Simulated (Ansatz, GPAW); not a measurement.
# Screening of a field by OH/Ag(100)

How does OH/Ag(100) screen a perpendicular field?

Method: Ansatz plane waves; slab in vacuum with a dipole correction, relaxation, in the first sound run; inputs show where later runs differ, in GPAW 26.7.0 and Ansatz 0.2.0.

This is a report of a sequence of runs, with most program output left out.

**1. The starting structure**

The cell holds 6 atoms: 4 Ag, 1 O and 1 H. Cell: a = 2.892 Å, b = 2.892 Å, c = 23.225 Å, α = 90.0°, β = 90.0°, γ = 90.0°. Vacuum lies along c.

**2. Relaxation**

The atoms are relaxed first, since the surface dipole, and with it the work function, follows the positions of the outer layers. The lowest 3 atoms are held at bulk positions and keep their forces.

Input file input.yaml:

```yaml
crystal:
  lattice:
    - [2.8920667351, 0.0, 0.0]
    - [0.0, 2.8920667351, 0.0]
    - [0.0, 0.0, 23.225]
  atoms:
    - { symbol: Ag, position: [0.5, 0.5, 0.3013993541] }
    - { symbol: Ag, position: [0.0, 0.0, 0.3894510226] }
    - { symbol: Ag, position: [0.5, 0.5, 0.4775026911] }
    - { symbol: Ag, position: [0.0, 0.0, 0.5655543595] }
    - { symbol: O, position: [0.0, 0.0, 0.6564047363] }
    - { symbol: H, position: [0.0, 0.0, 0.6986006459] }
kpoints:
  mp_grid: { grid: [11, 11, 1] }
hamiltonian:
  xc: pbe
scf:
  occupations: { method: fermi_dirac, width: 0.1 }
efield:
  axis: 3
  dipole_correction: true
  ramp_width: 0.05
relax:
  f_tol: 0.02
  max_steps: 60
  constraints: [{ sites: [0, 1, 2] }]
output:
  write_potential: true
  write_density: true
  volumetric_format: npy
```

Started as:

```console
$ ansatz run input.yaml --threads 4 --pin off --max-ram 8192MiB --backend cpu --events-out ev --progress --plain --runs-dir out
```

Run time: 14 s. Hardware: 4 threads of Intel Xeon Platinum 8259CL at 2.50GHz (Skylake/Cascade Lake), shared host; peak memory 0.66 GiB.

This run has no spin polarisation although its electron count is odd.

The steps of the relaxation:

```tsv
step	energy less that of the first step (eV)	largest force component (eV/Å)
1	0.0000	0.6073
2	-0.0075	0.1802
3	-0.0097	0.0263
4	-0.0098	0.0012
```

Forces are held to the 8 operations that the run works with; a distortion that breaks them can't arise in this run.

The atoms that moved most (Å):

```tsv
atom	dx	dy	dz	length
Ag4	0.000	0.000	0.027	0.027
H6	0.000	0.000	-0.024	0.024
O5	0.000	0.000	-0.011	0.011
```

The relaxed structure:

```xyz
6
Lattice="2.8921 0.0000 0.0000 0.0000 2.8921 0.0000 0.0000 0.0000 23.2250" Properties=species:S:1:pos:R:3
Ag    1.4460    1.4460    7.0000
Ag    0.0000    0.0000    9.0450
Ag    1.4460    1.4460   11.0900
Ag    0.0000    0.0000   13.1619
O     0.0000    0.0000   15.2342
H     0.0000    0.0000   16.2008
```

This step gave:

```
free energy             : -30942.6421 eV
smearing term TS        : 0.1037 eV
symmetry operations     : 8
upper work function     : 4.186 eV
lower work function     : 4.276 eV
dipole along the normal : 0.004186 e·Å
dipole field            : 0.003900 V/Å
vacuum level above      : 7.804 eV
vacuum level below      : 7.894 eV
```

The electrostatic potential energy of an electron (with the applied field's), less the Fermi level, planar mean oscillates, so the rows of the table below give means over windows of 1 Å about each position, cut where the curve ends. Its maxima inside the range that stand out by 2 % of the span (Å: eV): 8.0: -0.924, 10.0: -1.02, 12.2: -0.505, 14.5: 4.74, 16.0: 3.29. Its minima: 7.0: -10.2, 9.0: -10.4, 11.0: -10.2, 13.2: -9.99, 15.2: -0.688, 16.3: 2.01.

Table of electrostatic potential energy of an electron (with the applied field's), less the Fermi level, planar mean by z; means over each step:

```tsv
z (Å)	electrostatic potential energy of an electron (with the applied field's), less the Fermi level, planar mean (eV)
0	4.25
1	4.28
2	4.28
3	4.27
4	4.25
5	3.98
6	0.117
7	-8.74
8	-3.08
9	-8.96
10	-3.18
11	-8.71
12	-2.77
13	-8.23
14	-0.616
15	1.35
16	2.38
17	3.87
18	4.17
19	4.18
20	4.19
21	4.19
22	4.19
23	4.20
```

The valence density, planar mean oscillates, so the rows of the table below give means over windows of 2.03 Å about each position, cut where the curve ends. Its maxima inside the range that stand out by 2 % of the span (Å: e/Å³): 7.0: 2.27, 9.0: 2.26, 11.0: 2.25, 13.2: 2.25, 15.2: 0.824. Its minima: 8.0: 0.267, 10.0: 0.269, 12.2: 0.263, 14.2: 0.134.

The valence density, planar mean by z; means over each step:

```tsv
z (Å)	valence density, planar mean (e/Å³)
3.04	1.5e-4
5.08	0.0301
7.11	1.10
9.14	1.12
11.17	1.11
13.20	1.09
15.23	0.416
17.26	0.0221
19.29	3.2e-5
```

The relaxation lowered the energy of the cell by 0.00975 eV.

**3. Plane waves, PBE**

The work function is the vacuum plateau of the electrostatic potential less the Fermi level; a dipole layer lets the two faces have plateaus of their own.

This step: GPAW, PAW setups; slab in vacuum (GPAW 26.7.0).

Input file run.py:

```python
import json
import numpy as np
from ase import Atoms
from gpaw import GPAW, PW

slab = Atoms(
    ['Ag', 'Ag', 'Ag', 'Ag', 'O', 'H'],
    positions=[
        [1.44603, 1.44603, 7.00000],
        [0.00000, 0.00000, 9.04500],
        [1.44603, 1.44603, 11.09000],
        [0.00000, 0.00000, 13.16191],
        [-0.00000, 0.00000, 15.23419],
        [-0.00000, 0.00000, 16.20083]],
    cell=[[2.89207, 0.0, 0.0], [0.0, 2.89207, 0.0], [0.0, 0.0, 23.225]],
    pbc=[True, True, False])

slab.calc = GPAW(mode=PW(500), xc='PBE', kpts={'size': (11, 11, 1), 'gamma': True},
                 occupations={'name': 'fermi-dirac', 'width': 0.1}, nbands='160%',
                 convergence={'density': 1e-05}, maxiter=200,
                 poissonsolver={'dipolelayer': 'xy'},
                 symmetry={'tolerance': 1e-3}, txt='slab.txt')
result = {}
energy = slab.get_potential_energy()
fermi = slab.calc.get_fermi_level()
v = slab.calc.get_electrostatic_potential().mean((0, 1)) - fermi
n = slab.calc.get_pseudo_density().mean((0, 1))
L = slab.cell[2, 2]
z = np.arange(len(v)) * L / len(v)
low, high = slab.positions[:, 2].min(), slab.positions[:, 2].max()
below, above = np.interp([low - 4.8, high + 4.8], z, v)
slopes = [np.interp(x, z, np.gradient(v, z)) for x in (low - 4.8, high + 4.8)]
eps = np.array([[slab.calc.get_eigenvalues(k, s) for k in range(len(slab.calc.get_ibz_k_points()))]
                for s in range(slab.calc.get_number_of_spins())]) - fermi
top, bottom = eps[eps < 0].max(), eps[eps > 0].min()
dipole = slab.get_dipole_moment()[2]
print(f'energy {energy:.4f} eV, Fermi level {fermi:.4f} eV, dipole {dipole:.5f} e A')
print(f'potential 4.8 A off the faces, from the Fermi level: lower {below:.4f} eV, upper {above:.4f} eV')
print(f'slope of the potential there: lower {slopes[0]:.5f}, upper {slopes[1]:.5f} eV/A')
print(f'nearest levels on the mesh: {top:.4f} and {bottom:.4f} eV')
print('magnetic moment', round(slab.get_magnetic_moment(), 3))
result.update(energy=energy, fermi=fermi, dipole=dipole, below=below, above=above, slopes=slopes, edges=[top, bottom],
              z=z.tolist(), v=v.tolist(), n=n.tolist(), positions=slab.positions.tolist(),
              forces=slab.get_forces(apply_constraint=False).tolist(), moments=slab.get_magnetic_moments().tolist())
json.dump(result, open('result.json', 'w'))
```

Started as:

```console
$ OMP_NUM_THREADS=1 OPENBLAS_NUM_THREADS=1 python run.py
```

Wall time 3 min (1 thread); peak memory 0.31 GiB.

This step gave:

| Item | Value |
| --- | --- |
| dipole along the normal | 0.003805 e·Å |
| levels nearest the Fermi level on the mesh | -0.02553, 0.01449 eV from the Fermi level |
| upper work function | 4.192 eV |
| lower work function | 4.285 eV |

The electrostatic potential energy of an electron (without an applied field's), less the Fermi level, planar mean oscillates, so the rows of the table below give means over windows of 1 Å about each position, cut where the curve ends. Its maxima inside the range that stand out by 2 % of the span (Å: eV): 8.0: -0.767, 10.1: -0.810, 12.1: -0.303, 14.5: 4.71, 15.9: 3.80. Its minima: 7.0: -17.3, 9.0: -17.5, 11.1: -17.3, 13.2: -17.1, 15.2: -4.56, 16.3: 2.39.

The electrostatic potential energy of an electron (without an applied field's), less the Fermi level, planar mean by z; means over each step:

z (Å), electrostatic potential energy of an electron (without an applied field's), less the Fermi level, planar mean (eV) and a bar from the least value:
```
        0        4.3 ##############################
        1        4.3 ##############################
        2        4.3 ##############################
        3        4.3 ##############################
        4        4.3 ##############################
        5        4.0 #############################
        6        0.2 #######################
        7      -13.3 
        8       -2.9 ##################
        9      -13.6 
       10       -3.1 ##################
       11      -13.2 #
       12       -2.7 ##################
       13      -12.5 ##
       14       -0.9 #####################
       15        0.1 #######################
       16        2.8 ###########################
       17        3.9 #############################
       18        4.2 ##############################
       19        4.2 ##############################
       20        4.2 ##############################
       21        4.2 ##############################
       22        4.2 ##############################
       23        4.2 ##############################
```

The pseudo valence density, planar mean oscillates, so the rows of the table below give means over windows of 2.13 Å about each position, cut where the curve ends. Its maxima inside the range that stand out by 2 % of the span (Å: e/Å³): 7.0: 2.22, 9.1: 2.21, 11.0: 2.20, 13.2: 2.24, 15.3: 0.823. Its minima: 7.9: 0.278, 10.1: 0.266, 12.2: 0.264, 14.3: 0.133.

Table of pseudo valence density, planar mean by z; means over each step:

```tsv
z (Å)	pseudo valence density, planar mean (e/Å³)
1.06	0
3.19	2.4e-4
5.32	0.0753
7.46	0.976
9.58	0.988
11.71	0.984
13.84	0.855
15.97	0.330
18.11	0.00143
20.23	2.9e-6
```

Force by atom:

```tsv
atom	x (eV/Å)	y (eV/Å)	z (eV/Å)	size
Ag1	0.000	0.000	-0.085	0.085
Ag2	0.000	0.000	-0.158	0.158
Ag3	0.000	0.000	0.246	0.246
Ag4	0.000	0.000	-0.013	0.013
O5	0.000	0.000	-0.168	0.168
H6	0.000	0.000	0.219	0.219
```

The potential is flat to 0.001 eV/Å where it is read, so the vacuum is wide enough. The geometry is the other program's minimum; here the largest force on a free atom is 0.22 eV/Å.

**4. In a field**

A uniform field along the normal polarises the slab; the atoms stay fixed, so this is the electronic response alone.

Changes to run.py since step 3:

```diff
@@ -4,2 +4,3 @@
 from gpaw import GPAW, PW
+from gpaw.external import ConstantElectricField
 
@@ -21,2 +22,3 @@
                  poissonsolver={'dipolelayer': 'xy'},
+                 external=ConstantElectricField(-0.2, [0, 0, 1]),
                  symmetry={'tolerance': 1e-3}, txt='slab.txt')
```

Elapsed: 9.4 min, on 1 thread; peak memory 0.61 GiB.

This step gave:

- dipole along the normal: -0.09545 e·Å
- levels nearest the Fermi level on the mesh: -0.02911, 0.01099 eV from the Fermi level
- potential below the slab, the applied field's own ramp left out: 3.055 eV from the Fermi level
- potential above the slab, the applied field's own ramp left out: 5.122 eV from the Fermi level

Table of electrostatic potential energy of an electron (without an applied field's), less the Fermi level, planar mean by z:

z (Å), electrostatic potential energy of an electron (without an applied field's), less the Fermi level, planar mean (eV) and a bar from the least value:
```
      0.0        4.1 #############################
      0.5        3.1 ###########################
      1.0        3.1 ###########################
      1.5        3.1 ###########################
      2.0        3.1 ###########################
      2.5        3.1 ###########################
      3.0        3.1 ###########################
      3.5        3.1 ###########################
      4.0        3.0 ###########################
      4.5        3.0 ###########################
      5.0        2.8 ###########################
      5.5        2.3 ##########################
      6.0        0.1 #######################
      6.5       -8.2 #############
      7.0      -18.1 
      7.5       -8.3 #############
      8.0       -1.5 #####################
      8.5       -7.2 ##############
      9.0      -18.0 
      9.5       -9.2 ###########
     10.0       -1.3 ######################
     10.5       -5.7 ################
     11.0      -17.0 ##
     11.5       -9.8 ###########
     12.0       -0.6 #######################
     12.5       -3.5 ###################
     13.0      -15.3 ####
     13.5      -11.0 #########
     14.0        0.9 ########################
     14.5        5.2 ##############################
     15.0        0.1 #######################
     15.5        0.4 ########################
     16.0        4.2 #############################
     16.5        4.1 #############################
     17.0        4.9 ##############################
     17.5        5.1 ##############################
     18.0        5.1 ##############################
     18.5        5.1 ##############################
     19.0        5.1 ##############################
     19.5        5.1 ##############################
     20.0        5.1 ##############################
     20.5        5.1 ##############################
     21.0        5.1 ##############################
     21.5        5.1 ##############################
     22.0        5.1 ##############################
     22.5        5.1 ##############################
     23.0        4.7 #############################
```

Force by atom:

```tsv
atom	x (eV/Å)	y (eV/Å)	z (eV/Å)	size
Ag1	0.000	0.000	-0.082	0.082
Ag2	0.000	0.000	-0.162	0.162
Ag3	0.000	0.000	0.247	0.247
Ag4	0.000	0.000	-0.020	0.020
O5	0.000	0.000	-0.137	0.137
H6	0.000	0.000	0.196	0.196
```

The dipole is now -0.0955 e Å, against 0.0038 in the run without a field.

**5. Field on**

Changes to run.py since step 4:

```diff
@@ -22,3 +22,3 @@
                  poissonsolver={'dipolelayer': 'xy'},
-                 external=ConstantElectricField(-0.2, [0, 0, 1]),
+                 external=ConstantElectricField(-0.1, [0, 0, 1]),
                  symmetry={'tolerance': 1e-3}, txt='slab.txt')
```

It took 8.6 min on 1 thread; peak memory 0.6 GiB.

This step gave:

```
dipole along the normal                                         : -0.04558 e·Å
levels nearest the Fermi level on the mesh                      : -0.02740, 0.01266 eV from the Fermi level
potential below the slab, the applied field's own ramp left out : 3.669 eV from the Fermi level
potential above the slab, the applied field's own ramp left out : 4.656 eV from the Fermi level
```

The electrostatic potential energy of an electron (without an applied field's), less the Fermi level, planar mean oscillates, so the rows of the table below give means over windows of 1 Å about each position, cut where the curve ends. Its maxima inside the range that stand out by 2 % of the span (Å: eV): 8.0: -1.12, 10.1: -0.964, 12.1: -0.256, 14.5: 4.99, 15.9: 4.21. Its minima: 7.0: -17.7, 9.0: -17.7, 11.1: -17.3, 13.2: -17.0, 15.2: -4.20, 16.3: 2.83.

The electrostatic potential energy of an electron (without an applied field's), less the Fermi level, planar mean by z; means over each step:

z (Å), electrostatic potential energy of an electron (without an applied field's), less the Fermi level, planar mean (eV) and a bar from the least value:
```
        0        3.9 #############################
        1        3.7 ############################
        2        3.7 ############################
        3        3.7 ############################
        4        3.6 ############################
        5        3.4 ############################
        6       -0.4 ######################
        7      -13.8 
        8       -3.3 #################
        9      -13.8 
       10       -3.2 #################
       11      -13.3 #
       12       -2.7 ##################
       13      -12.4 ##
       14       -0.7 #####################
       15        0.4 #######################
       16        3.2 ############################
       17        4.4 ##############################
       18        4.6 ##############################
       19        4.7 ##############################
       20        4.7 ##############################
       21        4.7 ##############################
       22        4.7 ##############################
       23        4.6 ##############################
```

Force by atom:

```tsv
atom	x (eV/Å)	y (eV/Å)	z (eV/Å)	size
Ag1	0.000	0.000	-0.084	0.084
Ag2	0.000	0.000	-0.161	0.161
Ag3	0.000	0.000	0.246	0.246
Ag4	0.000	0.000	-0.018	0.018
O5	0.000	0.000	-0.151	0.151
H6	0.000	0.000	0.207	0.207
```

The dipole is now -0.0456 e Å, against 0.0038 in the run without a field.

**6. Field on**

Changes to run.py since step 5:

```diff
@@ -22,3 +22,3 @@
                  poissonsolver={'dipolelayer': 'xy'},
-                 external=ConstantElectricField(-0.1, [0, 0, 1]),
+                 external=ConstantElectricField(-0.05, [0, 0, 1]),
                  symmetry={'tolerance': 1e-3}, txt='slab.txt')
```

Elapsed: 7.7 min, on 1 thread; peak memory 0.6 GiB.

**7. Field on**

Changes to run.py since step 6:

```diff
@@ -22,3 +22,3 @@
                  poissonsolver={'dipolelayer': 'xy'},
-                 external=ConstantElectricField(-0.05, [0, 0, 1]),
+                 external=ConstantElectricField(0.05, [0, 0, 1]),
                  symmetry={'tolerance': 1e-3}, txt='slab.txt')
```

It took 7.6 min on 1 thread; peak memory 0.61 GiB.

**8. In a field**

Changes to run.py since step 7:

```diff
@@ -22,3 +22,3 @@
                  poissonsolver={'dipolelayer': 'xy'},
-                 external=ConstantElectricField(0.05, [0, 0, 1]),
+                 external=ConstantElectricField(0.1, [0, 0, 1]),
                  symmetry={'tolerance': 1e-3}, txt='slab.txt')
```

The job ended after 7.8 min (1 thread; peak memory 0.61 GiB).

The dipole is now 0.0543 e Å, against 0.0038 in the run without a field.

**9. Field on**

Changes to run.py since step 8:

```diff
@@ -22,3 +22,3 @@
                  poissonsolver={'dipolelayer': 'xy'},
-                 external=ConstantElectricField(0.1, [0, 0, 1]),
+                 external=ConstantElectricField(0.2, [0, 0, 1]),
                  symmetry={'tolerance': 1e-3}, txt='slab.txt')
```

The job ended after 9.3 min (1 thread; peak memory 0.61 GiB).

The electrostatic potential energy of an electron (without an applied field's), less the Fermi level, planar mean oscillates, so the rows of the table below give means over windows of 1 Å about each position, cut where the curve ends. Its maxima inside the range that stand out by 2 % of the span (Å: eV): 0.5: 5.53, 8.0: -0.0548, 10.1: -0.500, 12.1: -0.399, 14.5: 4.13, 15.9: 2.98. Its minima: 7.0: -16.3, 9.0: -16.9, 11.1: -17.2, 13.2: -17.4, 15.2: -5.27, 16.3: 1.52.

Electrostatic potential energy of an electron (without an applied field's), less the Fermi level, planar mean against z; means over each step:

```tsv
z (Å)	electrostatic potential energy of an electron (without an applied field's), less the Fermi level, planar mean (eV)
0	5.10
1	5.53
2	5.53
3	5.52
4	5.49
5	5.19
6	1.30
7	-12.4
8	-2.17
9	-13.1
10	-2.73
11	-13.1
12	-2.82
13	-12.8
14	-1.42
15	-0.570
16	1.92
17	2.99
18	3.26
19	3.27
20	3.27
21	3.27
22	3.27
23	3.46
```

The dipole is now 0.104 e Å, against 0.0038 in the run without a field.

(Continued in part 2 of 2.)

[Logs are printed without paths, hosts, clocks, repeated set-up lines and the standing remarks that a program may print on its own settings, such as how far it seeks lower states.]

[Hosts, paths, dates, database ids (printed as entryN), source tags and the programs' standing remarks are cut or masked in the printed files.]
